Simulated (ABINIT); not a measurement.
# Beyond one shot: SrIBr (Pnma), part 2 of 2

Wanted: G0W0 and self-consistent gaps of SrIBr (Pnma), with the cost of the cycles.

ABINIT 10.8.3; LDA and many-body steps on it, plane waves. Known limits of the many-body steps: not at the basis limit; no spin-orbit coupling; coarse k mesh.

So far. Step 3 (Screening, 2×2×1 mesh, 298 bands, screening to 89.8 eV): Local fields lower ε∞ by 16 %. On a Γ-centred mesh this coarse the value itself is usually too large, while a short band sum pulls it down. Step 4 (G0W0): The gap on the mesh goes from 3.58 eV to 5.37 eV, a correction of +1.79 eV.

## (5) evGW0, cycle 1

This step: evGW0 on LDA, plane waves, norm-conserving pseudopotentials.

Input file run.abi:

```
acell 3*1.0 Angstrom
rprim 
  8.169106000000 0.000000000000 0.000000000000
  0.000000000000 5.131914000000 0.000000000000
  0.000000000000 0.000000000000 11.030852000000
ntypat 3
znucl 38 53 35
natom 12
typat 1 1 1 1 2 2 2 2 3 3 3 3
xred 
  0.280131000000 0.750000000000 0.421100000000
  0.780131000000 0.750000000000 0.078900000000
  0.719869000000 0.250000000000 0.578900000000
  0.219869000000 0.250000000000 0.921100000000
  0.367160000000 0.750000000000 0.109521000000
  0.867160000000 0.750000000000 0.390479000000
  0.632840000000 0.250000000000 0.890479000000
  0.132840000000 0.250000000000 0.609521000000
  0.517796000000 0.750000000000 0.637160000000
  0.017796000000 0.750000000000 0.862840000000
  0.482204000000 0.250000000000 0.362840000000
  0.982204000000 0.250000000000 0.137160000000
pp_dirpath "pseudos"
pseudos "Sr.upf, I.upf, Br.upf"
ecut 31
ngkpt 2 2 1
nshiftk 1
shiftk 0 0 0
kptopt 1
chksymbreak 0
istwfk *1
occopt 1
irdwfk 1
optdriver 4
nband 298
gwcalctyp 10
ecutsigx 31
symsigma 1
nkptgw 4
kptgw 
  0.0000000000 0.0000000000 0.0000000000
  0.5000000000 0.0000000000 0.0000000000
  0.0000000000 0.5000000000 0.0000000000
  0.5000000000 0.5000000000 0.0000000000
bdgw 
  25 60
  25 60
  25 60
  25 60
ecuteps 3.3
irdscr 1
ppmodel 1
indata_prefix "in"
outdata_prefix "out"
tmpdata_prefix "tmp"
```

Run with:

```
$ OMP_NUM_THREADS=1 mpirun -n 4 abinit run.abi > log
```

Numbers of over 12 decimals in the logs are rounded to 6 here.

The log of the run:

```text
.Version 10.8.3 of ABINIT. v10.8.2 released Aug 2026.

 Symmetries : space group Pn m a (# 62); Bravais oP (primitive ortho.)
[... echo of the input left out ...]
== DATASET  1 ==================================================================
-   mpi_nproc: 4, omp_nthreads: 1 (-1 if OMP is not activated)

--- !DatasetInfo
iteration_state: {dtset: 1, }
dimensions: {natom: 12, nkpt: 4, mband: 298, nsppol: 1, nspinor: 1, nspden: 1, mpw: 25776, }
cutoff_energies: {ecut:  31.0, pawecutdg:  -1.0, }
electrons: {nelect:   9.60000000E+01, charge:   0.00000000E+00, occopt:   1.00000000E+00, tsmear:   1.00000000E-02, }

 SIGMA: Calculation of the GW corrections

 Based on a program developped by R.W. Godby, V. Olevano, G. Onida, and L. Reining.
 Incorporated in ABINIT by V. Olevano, G.-M. Rignanese, and M. Torrent.
.Using double precision arithmetic ; gwpc =  8

[... cell and pseudopotentials left out ...]
--------------------------------------------------------------------------------

 ==== K-mesh for the wavefunctions ====
 Number of points in the irreducible wedge :     4
[... list of points left out ...]
 Together with  8 symmetry operations and time-reversal symmetry
 yields     4 points in the full Brillouin Zone.

 ==== Q-mesh for screening function ====
 Number of points in the irreducible wedge :     4
[... list of points left out ...]
 Together with  8 symmetry operations and time-reversal symmetry
 yields     4 points in the full Brillouin Zone.

 vcoul_init : cutoff-mode = AUXILIARY_FUNCTION
 q-points for optical limit:   1
     1)      0.000010    0.000020    0.000030
 setmesh: FFT mesh size selected  =    80x   50x  108
          total number of points  =       432000

 Number of electrons calculated from density =   96.0000; Expected =   96.0000
[...]
--- !SelfEnergy_ee
iteration_state: {dtset: 1, }
kpoint     : [   0.000,    0.500,    0.000, ]
spin       : 1
KS_gap     :    4.752
QP_gap     :    6.762
Delta_QP_KS:    2.011
data: !SigmaeeData |
     Band     E_DFT   <VxcDFT>   E(N-1)  <Hhartree>   SigX  SigC[E(N-1)]    Z     dSigC/dE  Sig[E(N)]  DeltaE  E(N)_pert E(N)_diago
[...]
--- !SelfEnergy_ee
iteration_state: {dtset: 1, }
kpoint     : [   0.500,    0.500,    0.000, ]
spin       : 1
KS_gap     :    4.858
QP_gap     :    6.893
Delta_QP_KS:    2.035
data: !SigmaeeData |
     Band     E_DFT   <VxcDFT>   E(N-1)  <Hhartree>   SigX  SigC[E(N-1)]    Z     dSigC/dE  Sig[E(N)]  DeltaE  E(N)_pert E(N)_diago
[...]
59     7.192    -9.785     7.192    16.977    -4.634    -3.267     0.826    -0.211    -8.230     1.555     8.747     9.076
       60     7.192    -9.785     7.192    16.977    -4.634    -3.267     0.826    -0.211    -8.230     1.555     8.747     9.076

 New Fermi energy :        1.265042E-01 Ha ,    3.442356E+00 eV

 === QP Band Gaps ===
  >>>> For spin  1
   Minimum direct gap =   5.7448 [eV], located at k-point      :   0.0000  0.0000  0.0000
   Fundamental gap    =   5.7448 [eV], Top of valence bands at :   0.0000  0.0000  0.0000
                                       Bottom of conduction at :   0.0000  0.0000  0.0000

 writing QP data on file : out_QPS

 Convergence of QP corrections
 >>>>> For spin  1 <<<<<
.  kptgw no:  1; Maximum DeltaE = (  -0.836   0.000) for band index: 35
.  kptgw no:  2; Maximum DeltaE = (  -0.834   0.001) for band index: 36
.  kptgw no:  3; Maximum DeltaE = (  -0.851   0.000) for band index: 33
.  kptgw no:  4; Maximum DeltaE = (  -0.860   0.000) for band index: 33

== END DATASET(S) ==============================================================
================================================================================

 -outvars: echo values of variables after computation  --------
           etotal      0.0000000000E+00
            nband         298
             nkpt           4
          spgroup          62
 [... the other variables as echoed above ...]

 Calculation completed.
```

It took 23 min on 4 MPI ranks of Arm Neoverse V2, shared host; peak memory 7.4 GiB; 1.5 h of CPU time.

Numbers from this step:

| Quantity | Value |
| --- | --- |
| quasiparticle gap on the mesh | 5.745 eV |
| gap of the density functional on the mesh | 3.576 eV |
| k of the valence top | 0, 0, 0 |
| k of the conduction bottom | 0, 0, 0 |
| Z at the valence top | 0.805 |
| Z at the conduction bottom | 0.839 |
| least direct quasiparticle gap on the computed points | 5.745 eV |

Against G0W0 in ABINIT (2×2×1 mesh, 298 bands, screening to 89.8 eV, Godby-Needs plasmon pole), the gap moves by +0.380 eV. This first cycle still uses the starting levels; it takes the full correction, at all points of the mesh, and its linearised value is 5.365 eV.

## (6) evGW0, cycle 2

The corrected levels of the last cycle go back in.

Changes to run.abi since step 5:

```diff
@@ -52,2 +52,3 @@
 ppmodel 1
+irdqps 1
 indata_prefix "in"
```

The log of the run:

```text
.Version 10.8.3 of ABINIT. v10.8.2 released Aug 2026.

 Symmetries : space group Pn m a (# 62); Bravais oP (primitive ortho.)
[... echo of the input left out ...]
== DATASET  1 ==================================================================
-   mpi_nproc: 4, omp_nthreads: 1 (-1 if OMP is not activated)

--- !DatasetInfo
iteration_state: {dtset: 1, }
dimensions: {natom: 12, nkpt: 4, mband: 298, nsppol: 1, nspinor: 1, nspden: 1, mpw: 25776, }
cutoff_energies: {ecut:  31.0, pawecutdg:  -1.0, }
[...]
.  kptgw no:  2; Maximum DeltaE = (   0.059   0.002) for band index: 36
.  kptgw no:  3; Maximum DeltaE = (   0.064   0.001) for band index: 36
.  kptgw no:  4; Maximum DeltaE = (   0.056   0.000) for band index: 33

== END DATASET(S) ==============================================================
================================================================================

 -outvars: echo values of variables after computation  --------
           etotal      0.0000000000E+00
            nband         298
             nkpt           4
          spgroup          62
 [... the other variables as echoed above ...]

 Calculation completed.
```

Wall time 23 min (4 MPI ranks); peak memory 7.4 GiB.

This step gave:

* quasiparticle gap on the mesh: 5.58 eV
* gap of the density functional on the mesh: 3.576 eV
* k of the valence top: 0, 0, 0
* k of the conduction bottom: 0, 0, 0
* least direct quasiparticle gap on the computed points: 5.58 eV

Against the cycle before, the gap moves by −0.165 eV.

## (7) evGW0, cycle 3

run.abi is that of step 6.

The log of the run:

```text
.Version 10.8.3 of ABINIT. v10.8.2 released Aug 2026.

 Symmetries : space group Pn m a (# 62); Bravais oP (primitive ortho.)
[... echo of the input left out ...]
== DATASET  1 ==================================================================
-   mpi_nproc: 4, omp_nthreads: 1 (-1 if OMP is not activated)

--- !DatasetInfo
iteration_state: {dtset: 1, }
dimensions: {natom: 12, nkpt: 4, mband: 298, nsppol: 1, nspinor: 1, nspden: 1, mpw: 25776, }
cutoff_energies: {ecut:  31.0, pawecutdg:  -1.0, }
[...]
.  kptgw no:  2; Maximum DeltaE = (  -0.005   0.001) for band index: 36
.  kptgw no:  3; Maximum DeltaE = (  -0.005   0.000) for band index: 35
.  kptgw no:  4; Maximum DeltaE = (  -0.004   0.000) for band index: 33

== END DATASET(S) ==============================================================
================================================================================

 -outvars: echo values of variables after computation  --------
           etotal      0.0000000000E+00
            nband         298
             nkpt           4
          spgroup          62
 [... the other variables as echoed above ...]

 Calculation completed.
```

Elapsed: 23 min, on 4 MPI ranks; peak memory 7.4 GiB.

Numbers from this step:

- quasiparticle gap on the mesh: 5.59 eV
- gap of the density functional on the mesh: 3.576 eV
- k of the valence top: 0, 0, 0
- k of the conduction bottom: 0, 0, 0
- least direct quasiparticle gap on the computed points: 5.59 eV

Against the cycle before, the gap moves by +0.010 eV.

## (8) The runs together

Times are wall times on 4 MPI ranks of Arm Neoverse V2, shared host, good to a factor of about two. A run's time includes the screening step that it read.

```
           run   mesh  bands  screening cutoff (eV)  DFT gap (eV)  gap on the mesh (eV)  direct (eV)  ε∞ used    time
          G0W0  2×2×1    298                   89.8         3.576                 5.365        5.365     3.73  12 min
evGW0, cycle 1  2×2×1    298                   89.8         3.576                 5.745        5.745     3.73  34 min
evGW0, cycle 2  2×2×1    298                   89.8         3.576                 5.580        5.580     3.73  34 min
evGW0, cycle 3  2×2×1    298                   89.8         3.576                 5.590        5.590     3.73  34 min
```

## (9) Summary of results

| Quantity | Value |
| --- | --- |
| G0W0 | 5.365 eV |
| evGW0, cycle 1 | 5.745 eV |
| evGW0, cycle 2 | 5.580 eV |
| evGW0, cycle 3 | 5.590 eV |
| known limits | not at the basis limit; no spin-orbit coupling; coarse k mesh |

Only the bands that the input lists are updated; the others, empty or deep, keep the functional's energies or take a rigid shift. evGW0 ends at 5.59 eV, +0.22 eV from G0W0, after 3 cycles that took 68 min beside the first screening; the last moved the gap by 0.010 eV. The first cycle of evGW0 takes the full correction, without the factor Z, so it overshoots the one-shot value. Bands and cutoff are finite, so the gap is not at the basis limit. The miss can reach some tenths of an eV and take either sign; the mesh is an error of its own. The 2×2×1 mesh is coarse for this cell, which bears on the long-range parts of exchange and screening. The many-body steps are scalar-relativistic: spin-orbit coupling is not in them.

[Paths, hosts, dates, memory and timing lines, banners, echoed tables and standing remarks are left out of the program output.]

[Logs are printed without paths, hosts, clocks, repeated set-up lines and the standing remarks that a program may print on its own settings, such as how far it seeks lower states.]

[Runs of the session that timed out or met a known fault of the program may be left out.]

[Hosts, paths, dates, database ids (printed as entryN), source tags and the programs' standing remarks are cut or masked in the printed files.]

[G0W0 gaps are taken among the corrected bands and points alone; a level outside them can change the order at an edge.]

[Where Ansatz stands beside ABINIT at settings called matched, ABINIT's density can come from a denser mesh and the files from another edition; pairs whose starting gaps differed by over 0.03 eV were left out, so agreement reads better than it is.]
